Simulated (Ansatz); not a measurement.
# MgBe2 (built on the sites of a database entry of Ba2Cd): following an unstable mode, part 3 of 3

Aim: this structure of MgBe2 (built on the sites of a database entry of Ba2Cd) is to be tested for unstable modes, and one is followed downhill.

Ansatz 0.2.0; DFT PBEsol, scalar-relativistic, plane waves, PAW.

So far. Step 5 (Energy along the mode, all amplitudes (two of the runs …): The lowest of the steps tried is at 0.32 Å, 21.5 meV/atom below the parent; the bottom of the well need not coincide with a step. Step 7 (The new phase in its own primitive cell): The largest force component left is 0.12 meV/Å and the pressure is 0.002 GPa, within the tolerances set. The cell now holds 12.38 Å³/atom. The relaxed cell has a, b, c = 3.755, 9.025, 4.385 Å (conventional setting).

The structure was built from a prototype and need not be the compound's stable phase.

### Step 8. Modes of the new phase, k-mesh 10×10×8

A relaxed structure may still be a saddle point, so its zone-centre modes are computed. No field response is asked, since the mesh shows no gap.

input.yaml reads:

```yaml
crystal:
  lattice:
    - [1.8773278152, -4.5125091806, 0.0]
    - [1.8773278152, 4.5125091806, 0.0]
    - [0.0, 0.0, 4.3845867705]
  atoms:
    - { symbol: Be, position: [0.2186893563, 0.7813106437, 0.381702137] }
    - { symbol: Be, position: [0.7186893563, 0.2813106437, 0.118297863] }
    - { symbol: Be, position: [0.7813106437, 0.2186893563, 0.618297863] }
    - { symbol: Be, position: [0.2813106437, 0.7186893563, 0.881702137] }
    - { symbol: Mg, position: [0.5, 0.5, 0.5] }
    - { symbol: Mg, position: [0.0, 0.0, 0.0] }
kpoints:
  mp_grid: { grid: [10, 10, 8] }
hamiltonian:
  xc: pbesol
scf:
  occupations: { method: methfessel_paxton, width: 0.15 }
output:
  eigenvalues: true
phonons:
  method: dfpt
```

On the command line:

```
ansatz run input.yaml --threads 4 --pin off --max-ram 7168MiB --backend cpu --events-out ev --progress --plain --runs-dir out
```

Numbers of over 12 decimals in the logs are rounded to 6 here.

What it wrote:

```text
zone centre: on kpoints.mp_grid the ground state, and the responses unless they are solved on pairs of k-points, stand on 227 of the mesh's 800 k-points, reduced under 2 symmetry operations, with k and −k counted as one. Each operation leaves every solved displacement unchanged or reverses it
[...]
Crystal: 6 atoms, lattice volume = 74.288 Å³
Basis set: ecut = 420 eV, 1431 PW (Γ), exchange–correlation on 72×72×60 points (8 copies of the dense FFT grid, shifted against one another)
Bands: 20, of which v1, the nominal top of the filled ones, is band 14 counted from 1 (13 counted from 0)
Symmetry: 8 space group operations
k-points: 227 of 800 (irreducible under 2 space group operations, time reversal used)
[...]
SCF iter   1: F=—  HF=-4184.546333 eV  |F-HF|=—  |Δ(HF+E_count)|=         —  Δρ=2.44e-3  dr2=7.07e-3  ethr=1.77e-3  ⟨swp⟩=5.8  Hψ=21848  notcnv=0
[...]
SCF iter   8: F=-4184.542524 eV  HF=-4184.542524 eV  |F-HF|=1.82e-12  |Δ(HF+E_count)|=  3.37e-11  S|Δr|=    0.00e0  Δρ=4.43e-8  dr2=1.71e-12  ethr=1.00e-12  ⟨swp⟩=8.1  Hψ=19920  notcnv=0
SCF 1 converged in 8 iterations: F = -4184.542524 eV  dr2 = 1.71e-12
[...]
DFPT response loops at Γ: preconditioner auto → Kerker (q_TF=auto, 2.319 Å⁻¹) (partly filled bands, converged f_vac=0.000); β = 1.00, the filter's whole step (`scf.mixing.beta` (0.50) is not read by the response loops under this deck's `scf.mixing.preconditioner`; to damp them name `kerker` or `kerker_dos`, under which they read `scf.mixing.beta`, and type it under 1.00, their step now; both keys bind the ground state too); Broyden in place of MSR1
SCF converged after 8 iterations
[...]
Free energy (F): -4184.542524 eV
[...]
Internal energy: -4184.540776 eV  (E = F + TS)
E sigma→0 (E₀):  -4184.542087 eV
Entropy (-TS):   -0.001748 eV (-0.291 meV/atom)
Fermi energy:    6.751213 eV
[...]
--- Band table (eV; the first three rows and the last of 227) ---
  k-point 0: bands = [... 10 lower, 4.1353, 4.1454, 4.9929, 5.1265, 9.2391, 9.5575, 9.6295, 10.5442, ... 2 higher]
  k-point 1: bands = [... 10 lower, 3.6011, 5.1083, 5.2021, 5.6012, 8.7328, 8.9626, 9.5373, 10.4154, ... 2 higher]
  k-point 2: bands = [... 10 lower, 3.8639, 5.3981, 5.4536, 7.1900, 7.5444, 8.3101, 8.8658, 10.4006, ... 2 higher]
  k-point 226: bands = [... 10 lower, 1.8247, 1.8247, 6.4845, 6.4845, 9.0774, 9.0774, 12.7892, 12.7892, ... 2 higher]
--- Phonons (Γ-DFPT): 6 representative perturbations + reference, on 227 of 800 k-points (Σ response iterations 18) ---
  k mesh reduced under 2 symmetry operations, with k and −k counted as one. Each operation leaves every solved displacement unchanged or reverses it
  ASR residual: 7.550e-5 → 0.000e0 eV/Å²; symmetrization residual: 1.384e-6 eV/Å²
  ASR residual per site (eV/Å²): 7.55e-5 7.55e-5 7.55e-5 7.55e-5 3.15e-5 3.15e-5
  Γ frequencies (cm⁻¹): -153.29 0.00 0.00 0.00 198.07 287.48 293.60 308.10 368.31 372.59 406.57 440.66 466.99 479.19 532.25 535.00 545.85 631.59
  non-analytic LO–TO correction: not included (Born effective charges unavailable; polar crystals: no LO–TO splitting at Γ)
```

Elapsed: 49 s, on 4 threads of Arm Neoverse V2, shared host; peak memory 1.2 GiB; 3.1 min of CPU time.

Numbers from this step:

| Item | Value |
| --- | --- |
| sum-rule residual before enforcement | 7.55e-5 eV/Å² |
| point group | mmm |
| highest optical mode at the zone centre (no LO-TO term) | 631.6 cm⁻¹ |
| lowest optical zone-centre mode | -153.3 cm⁻¹ |

Patterns of degenerate modes are one choice out of their space. Modes at Γ, with each element's share of the kinetic energy (negative means imaginary):

| mode | frequency (cm⁻¹) | symmetry | Be % | Mg % |
| --- | --- | --- | --- | --- |
| 1 | -153.3 | B1u | 46 | 54 |
| 2 | 0.0 | acoustic | 43 | 57 |
| 3 | 0.0 | acoustic | 43 | 57 |
| 4 | 0.0 | acoustic | 43 | 57 |
| 5 | 198.1 | B3u | 57 | 43 |
| 6 | 287.5 | Au | 1 | 99 |
| 7 | 293.6 | B1u | 21 | 79 |
| 8 | 308.1 | B2u | 9 | 91 |
| 9 | 368.3 | Ag | 100 | 0 |
| 10 | 372.6 | B3g | 100 | 0 |
| 11 | 406.6 | B2u | 53 | 47 |
| 12 | 440.7 | B1u | 90 | 10 |
| 13 | 467.0 | B1g | 100 | 0 |
| 14 | 479.2 | Au | 99 | 1 |
| 15 | 532.2 | B3g | 100 | 0 |
| 16 | 535.0 | Ag | 100 | 0 |
| 17 | 545.9 | B2u | 95 | 5 |
| 18 | 631.6 | B2g | 100 | 0 |

Displacements in mode 1 (-153.3 cm⁻¹), the largest set to 1:
```
Be1  0.00 -0.73 -1.00
Be2  0.00  0.73 -1.00
Be3  0.00 -0.73 -1.00
Be4  0.00  0.73 -1.00
Mg5  0.00 -0.87  0.74
Mg6  0.00  0.87  0.74
```

Displacements in mode 11 (406.6 cm⁻¹), the largest set to 1:
```
Be1  0.00 -1.00 -0.48
Be2  0.00 -1.00  0.48
Be3  0.00 -1.00 -0.48
Be4  0.00 -1.00  0.48
Mg5  0.00  0.74  0.50
Mg6  0.00  0.74 -0.50
```

Before it was imposed, the acoustic sum rule was missed by 7.6e-5 eV/Å². Small misses are needed for a sound result but don't prove that mesh and cutoff are converged. The lowest optical mode is imaginary, 153.3i cm⁻¹, so the energy falls along it.

### Step 9. What came out

```json
{"unstable mode of the parent": "q = (0, 0, -0.5), 205i cm⁻¹", "depth at the lowest point sampled": "21.5 meV/atom", "largest atomic shift at that point": "0.32 Å", "space group reached (within 0.01 Å)": "Cmce", "energy gained over the parent (first relaxation, on the mesh of the frozen mode)": "149 meV/atom", "volume per atom, phase reached": "12.4 Å³", "lowest optical zone-centre mode, phase reached": "-153 cm⁻¹", "highest optical mode at the zone centre (no LO-TO term), phase reached": "632 cm⁻¹"}
```

In words: Along this mode the structure falls into Cmce, 149 meV/atom below the parent. At the parent's cell the well is 21.53 meV/atom deep on the steps tried, with its lowest point at a shift of 0.32 Å. Relaxing atoms and cell changes the gain by +127.65 meV/atom against the lowest step (energies at zero smearing). Most of the total comes from this relaxation. The new phase still has an imaginary mode at the zone centre of its cell, so it is a saddle point on the way to a lower structure. Of the 2 patterns followed to their end from this parent, this one reaches the lowest energy. Each path keeps the symmetry of its pattern, so a lower phase may lie along a pattern not tried. The q mesh stands for a supercell only 5.5 Å across, so branches between the solved wavevectors are rough. With no gap, or one that is small against the smearing, the frequencies hang on the k mesh and the smearing, most of all near Kohn anomalies. The starting cell was built on a prototype and not taken from a measurement, so the phase need not exist.

[Logs are printed without paths, hosts, clocks, repeated set-up lines and the standing remarks that a program may print on its own settings, such as how far it seeks lower states.]

[Hosts, paths, dates, database ids (printed as entryN), source tags and the programs' standing remarks are cut or masked in the printed files.]
